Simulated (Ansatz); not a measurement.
# SbMo (built on the sites of a database entry of MoP): from the cell to its phonons, part 2 of 2

Task: relax SbMo (built on the sites of a database entry of MoP), then find its harmonic phonons.

Ansatz 0.2.0; DFT PBEsol, scalar-relativistic, plane waves, norm-conserving pseudopotentials.

So far. Step 4 (Tight relaxation): The forces vanish by symmetry and the pressure is -0.001 GPa, within the tolerances set. The cell now holds 19.25 Å³/atom. Step 5 (Linear response at the zone centre): Before it was imposed, the acoustic sum rule was missed by 3.9e-5 eV/Å². Small misses are needed for a sound result but don't prove that mesh and cutoff are converged. The lowest optical mode is real, 237 cm⁻¹. The relaxed cell has a = 3.524, c = 3.581 Å (conventional setting).

The structure was built from a prototype and need not be the compound's stable phase.

**6. Phonons on a q mesh**

The mesh has a single point along some directions, so zone-edge points there are not solved. Linear response on a 1×1×2 q mesh gives force constants as far as a supercell of that size would.

input.yaml

```yaml
crystal:
  lattice:
    - [3.5237770724, -2.9433e-06, 0.0]
    - [-1.7618859873, 3.0516819336, 0.0]
    - [0.0, 0.0, 3.5810143229]
  atoms:
    - { symbol: Mo, position: [0.0, 0.0, 0.0] }
    - { symbol: Sb, position: [0.3333333333, 0.6666666667, 0.5] }
kpoints:
  mp_grid: { grid: [12, 12, 12] }
hamiltonian:
  xc: pbesol
  pseudopotentials: { kind: nc }
scf:
  occupations: { method: methfessel_paxton, width: 0.15 }
output:
  eigenvalues: true
phonons:
  method: dfpt
  qmesh: [1, 1, 2]
  temperatures: { t_max: 1000, t_step: 50 }
  qpath:
    path:
      - [[0.0, 0.0, 0.0], [0.5, 0.0, 0.0], [0.33333333, 0.33333333, 0.0], [0.0, 0.0, 0.0], [0.0, 0.0, 0.5], [0.5, 0.0, 0.5], [0.33333333, 0.33333333, 0.5], [0.0, 0.0, 0.5]]
      - [[0.5, 0.0, 0.5], [0.5, 0.0, 0.0]]
      - [[0.33333333, 0.33333333, 0.5], [0.33333333, 0.33333333, 0.0]]
    npoints: 10
```

On the command line:

```sh
> ansatz run input.yaml --threads 4 --pin off --max-ram 7168MiB --backend cpu --events-out ev --progress --plain --runs-dir out
```

Numbers of over 12 decimals in the logs are rounded to 6 here.

Output:

```text
[...]
Crystal: 2 atoms, lattice volume = 38.508 Å³
Basis set: ecut = 1088.45545 eV, 3163 PW (Γ), exchange–correlation on 80×80×80 points (8 copies of the dense FFT grid, shifted against one another)
Bands: 19, of which v1, the nominal top of the filled ones, is band 15 counted from 1 (14 counted from 0)
Symmetry: 12 space group operations
k-points: 133 of 1728 (time reversal used)
[...]
SCF iter   1: F=—  HF=-4382.328955 eV  |F-HF|=—  |Δ(HF+E_count)|=         —  Δρ=7.15e-2  dr2=2.65e0  ethr=3.10e-3  ⟨swp⟩=6.0  Hψ=12783  notcnv=0
[...]
SCF iter  10: F=-4381.657841 eV  HF=-4381.657841 eV  |F-HF|=9.09e-13  |Δ(HF+E_count)|=  3.64e-12  S|Δr|=    0.00e0  Δρ=5.30e-8  dr2=2.21e-13  ethr=1.00e-12  ⟨swp⟩=6.6  Hψ=11781  notcnv=0
SCF 1 converged in 10 iterations: F = -4381.657841 eV  dr2 = 2.21e-13
phonons: the bands overlap, so this run is a metal and interpolates without the dipole-dipole term. If the crystal is really an insulator or semiconductor, its LO-TO splitting is missing
NSCF: frozen V_eff on 133 k-points
WARN: eigensolver did not converge in 47 slots of this pass, the one above among them; of largest residual over every band (k=55): 1 band(s) unlocked (lowest unlocked band 18, counted from 0; max residual 1.83e-2 eV among the unlocked bands, 1.83e-2 eV over every band); of lowest unlocked band (k=0): band 18
[...]
DFPT response loops at q = (0, 0, 0) (fractional): preconditioner auto → Kerker (q_TF=auto, 2.602 Å⁻¹) (partly filled bands, converged f_vac=0.000); β = 1.00, the filter's whole step (`scf.mixing.beta` (0.50) is not read by the response loops under this deck's `scf.mixing.preconditioner`; to damp them name `kerker` or `kerker_dos`, under which they read `scf.mixing.beta`, and type it under 1.00, their step now; both keys bind the ground state too); Broyden in place of MSR1
[...]
SCF converged after 10 iterations
[...]
Free energy (F): -4381.657841 eV
[...]
Internal energy: -4381.658199 eV  (E = F + TS)
E sigma→0 (E₀):  -4381.657931 eV
Entropy (-TS):   0.000358 eV (0.179 meV/atom)
Fermi energy:    17.337169 eV
[...]
--- Band table (eV; the first three rows and the last of 133) ---
  k-point 0: bands = [... 11 lower, 14.9461, 14.9461, 17.0020, 17.1808, 17.1808, 22.0032, 22.0032, 23.1618]
  k-point 1: bands = [... 11 lower, 14.9907, 14.9907, 16.8672, 17.0764, 17.0764, 22.0837, 22.0837, 23.2941]
  k-point 2: bands = [... 11 lower, 15.1161, 15.1161, 16.7414, 16.8220, 16.8220, 22.1914, 22.1914, 23.5586]
  k-point 132: bands = [... 11 lower, 12.5892, 14.2629, 16.0157, 18.0182, 19.7957, 20.3885, 20.4239, 21.3833]
--- Phonons (Γ-DFPT): 4 representative perturbations + reference (Σ response iterations 10) ---
  ASR residual: 5.725e-5 → 0.000e0 eV/Å²; symmetrization residual: 9.678e-6 eV/Å²
  ASR residual per site (eV/Å²): 5.72e-5 1.74e-5
  Γ frequencies (cm⁻¹): 0.00 0.00 0.00 236.70 236.70 256.44
--- Phonons (arbitrary-q DFPT): 2 irreducible q on the 1×1×2 mesh ---
  q = [0.0000, 0.0000, 0.0000] (star 1, of the zone-centre solve; hermiticity 1.49e-6, symmetrization 2.12e-7): 0.00 0.00 0.00 236.70 236.70 256.44
  q = [0.0000, 0.0000, -0.5000] (star 1, 4 solved perturbations in 1302 linear systems a pass and spin channel, the states on 518 of 1728 k-point pairs; hermiticity 7.73e-8, symmetrization 3.86e-8, the responses' own estimated error 1.9e-4 eV/Å²): 141.44 141.44 177.92 177.92 210.49 212.06
  sum rule: each row above includes the acoustic sum rule's correction from the zone centre's row sums; it moved no ω² by more than (0.40 cm⁻¹)²
  mesh force constants: q→R imaginary residual 0.00e0; ASR residual 5.725e-5 → 0.000e0 eV/Å²; symmetrization residual 1.421e-14 eV/Å²
  interpolated dispersion: 93 rows × 6 modes
  density of states and harmonic sums: on the 20×20×18 q-mesh, interpolated from the force constants of a 1×1×2 supercell (no non-analytic term)
  largest difference from the sums on the solved wave vectors: F 2.55e-1 eV, S 3.85e-4 and C_V 1.29e-4 eV/K
  zero-point energy: 0.063305 eV/cell   skipped modes (ω ≤ 0): 3   left out of the sums: 6.94e-5 of the cell's modes: C_V's classical limit lies that fraction below 3 k_B per atom; for a crystal, a wire or a layer, F and S can be off by more, and a phonons.interpolated_qmesh denser along its periods is the remedy for the sampling
```

Wall time 7.9 min (4 threads of AMD EPYC 7R43, shared host); peak memory 3 GiB.

This step gave:

| Item | Value |
| --- | --- |
| sum-rule residual before enforcement | 5.72e-5 eV/Å² |
| lowest mode on the q mesh (acoustic modes at Γ apart) | 141.4 cm⁻¹ |
| highest frequency at a solved wavevector (no LO-TO term at Γ) | 256.4 cm⁻¹ |

Frequencies (cm⁻¹) solved at each irreducible wavevector; negative means imaginary. Frequencies by wavevector, by row:

```csv
q in reciprocal lattice units,star,mode 1,mode 2,mode 3,mode 4,mode 5,mode 6
0 0 0,1,0,0,0,236.7,236.7,256.4
0 0 -0.5,1,141.4,141.4,177.9,177.9,210.5,212.1
```

Symmetry leaves 2 wavevectors to solve. The lowest mode among them, the acoustic zeros apart, lies at q = (0, 0, -0.5) and is real, 141 cm⁻¹.

**7. Isotope substitution, element Mo, natural mass 95.95 amu**

An isotope changes the mass and not the force constants, so no new electronic calculation is needed; the shifts show which modes move this element.

The same force constants with the mass of Mo changed from 95.950 to 99.907 u (phonopy, no LO-TO term). Both lists are sorted by frequency; levels can cross, so a row need not hold one and the same mode. Modes under 3 cm⁻¹ are left out. Isotope shifts, by row:

```csv
q,rank,natural mass (cm⁻¹),changed mass (cm⁻¹)
0 0 0,4,236.7,234.1
0 0 0,5,236.7,234.1
0 0 0,6,256.4,253.6
0 0 -0.5,1,141.4,141.4
0 0 -0.5,2,141.4,141.4
0 0 -0.5,3,177.9,174.4
0 0 -0.5,4,177.9,174.4
0 0 -0.5,5,210.5,207.8
0 0 -0.5,6,212.1,210.5
```

A mode of this element alone would shift by -2.00 %. The highest zone-centre frequency without the field goes from 256.4 to 253.6 cm⁻¹ (-1.1 %). The product of the frequency ratios over all optical modes at Γ is 0.967; the product rule, (m/m′)^(3k/2) (M′/M)^(3/2) with k = 1 such atoms and M the mass of the cell, gives 0.967.

**8. Another isotope, element Sb, natural mass 121.76 amu**

The same for Sb, from 121.76 to 122.90 u.

A mode of this element alone would shift by -0.47 %. The highest zone-centre frequency without the field goes from 256.4 to 255.9 cm⁻¹ (-0.2 %). The product of the frequency ratios over all optical modes at Γ is 0.994; the product rule, (m/m′)^(3k/2) (M′/M)^(3/2) with k = 1 such atoms and M the mass of the cell, gives 0.994.

**9. What came out**

```yaml
space_group_after_relaxation_within_0p01_a: P-6m2
volume_per_atom: 19.3 Å³
electronic_character: no gap on this mesh
highest_optical_mode_at_the_zone_centre_no_lo_to_term: 256 cm⁻¹
lowest_optical_zone_centre_mode: 237 cm⁻¹
lowest_mode_on_the_q_mesh_acoustic_modes_at_gamma_apart: 141 cm⁻¹
imaginary_modes_on_the_1x1x2_q_mesh: none
```

**Reading.** The structure is a minimum as far as tested: no mode is imaginary at the 2 irreducible wavevectors of the 1×1×2 mesh, and the softest away from the acoustic zeros lies at 141 cm⁻¹. The optical modes at Γ span 237 to 256 cm⁻¹. The q mesh is too sparse to interpolate, so only the solved wavevectors are given. With no gap, or one that is small against the smearing, the frequencies hang on the k mesh and the smearing, most of all near Kohn anomalies. The phonon runs are without spin polarisation, although the cell has an odd electron count. Spin-orbit coupling is left out, which can matter for the heavy elements here. A phonon run warned that its eigensolver left some bands unconverged in a pass. The starting cell was built on a prototype and not taken from a measurement, so the phase need not exist. These are harmonic frequencies at zero temperature: anharmonic shifts, linewidths and thermal expansion are left out.

[Logs are printed without paths, hosts, clocks, repeated set-up lines and the standing remarks that a program may print on its own settings, such as how far it seeks lower states.]

[Hosts, paths, dates, database ids (printed as entryN), source tags and the programs' standing remarks are cut or masked in the printed files.]
